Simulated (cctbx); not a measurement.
**What is wrong with this refinement?**

Cell a = 6.3060 Å, b = 6.3060 Å, c = 11.6650 Å, α = 90.00°, β = 90.00°, γ = 90.00°; space group I4/mcm (no. 140). The compound is Ta5GeN2.

The data are simulated with cctbx, not measured: Mo Kα, λ = 0.71073 Å, to d = 0.77 Å, 95 % of the full sphere, strongest reflection 20000 counts, noise from counting, a 1.5 % proportional error and a noise floor of 8 counts (s.d.); no absorption.

An anisotropic refinement with weights 1/σ² prints:

```text
Rint 0.020, 159 unique reflections to 0.77 A
cycle     R1     wR2    GooF  max shift (A)
   1  0.0306  0.0617   5.389   0.00051
   2  0.0254  0.0538   4.700   0.00000
final R1 0.0254 wR2 0.0538 GooF 4.700  parameters 10  data/parameter 15.9
atom        x        y        z      Ueq    occ   su(xyz)  su(Uiso or U11)
Ta1    0.00000  0.00000  0.00000   0.0134  1.000  0.00000  0.0005
Ta2    0.66847  0.16847  0.13799   0.0109  1.000  0.00009  0.0003
Ge1    0.50000  0.50000  0.25000   0.0210  1.000  0.00000  0.0013
difference map: max 11.86 min -1.20 rms 0.67
Q1    0.1148  0.3852  0.5000    8   11.92  2.43 A from Ta2
Q2    0.0000  0.0000  0.2500    4    1.16  0.00 A from Ge1
Q3    0.0704  0.4296  0.0000    8    1.15  1.83 A from Ta2
Q4    0.1515  0.3485  0.1645   16    1.10  0.34 A from Ta2
Q5    0.2198  0.2802  0.1162   16    0.69  0.52 A from Ta2
Q6    0.0369  0.1393  0.2789   32    0.60  0.97 A from Ge1
```

**Question.** Can this result stand? If not, what is the likely fault?

Mend it. The fault: an atom left out, N at (0.1120, 0.6120, 0). Against the right model at the same level, R1 goes from 0.0053 to 0.0254 and GooF from 0.89 to 4.70 and the top difference peak, 11.9 e/Å³, lies 2.43 Å from Ta2. Q1 is the missing atom. With scattering power missing, scale and phases suffer, so peaks may also grow on the heavy atoms.

The compound is Ta5GeN2. The right model at the same level gives:

```text
Rint 0.020, 159 unique reflections to 0.77 A
cycle     R1     wR2    GooF  max shift (A)
   1  0.0159  0.0318   2.814   0.01022
   2  0.0053  0.0100   0.887   0.00036
final R1 0.0053 wR2 0.0100 GooF 0.887  parameters 14  data/parameter 11.4
atom        x        y        z      Ueq    occ   su(xyz)  su(Uiso or U11)
Ta1    0.00000  0.00000  0.00000   0.0137  1.000  0.00000  0.0001
Ta2    0.66851  0.16851  0.13802   0.0112  1.000  0.00002  0.0001
Ge1    0.50000  0.50000  0.25000   0.0208  1.000  0.00000  0.0002
N1     0.11292  0.61292  0.00000   0.0298  1.000  0.00066  0.0018
difference map: max 0.95 min -0.85 rms 0.20
Q1    0.0708  0.4292  0.0000    8    0.97  1.19 A from N1
Q2    0.2043  0.2957  0.0575   16    0.72  0.99 A from Ta2
Q3    0.1122  0.2265  0.1118   32    0.68  0.81 A from Ta2
Q4    0.0423  0.1119  0.3970   32    0.67  1.42 A from Ta1
Q5    0.1160  0.3840  0.3812   16    0.66  1.39 A from N1
Q6    0.0348  0.2206  0.5000   16    0.64  1.16 A from N1
```

Isotropic U is held between 0.0001 and 1 Å² by the program, and listed peak heights are interpolated, so they can pass the grid's maximum.

The model is made up (kin elements in a known structure type, no relaxation), so it says nothing on whether the phase exists.

[Middle refinement cycles are left out of these outputs.]

[Logs are printed without paths, hosts, clocks, repeated set-up lines and the standing remarks that a program may print on its own settings, such as how far it seeks lower states.]
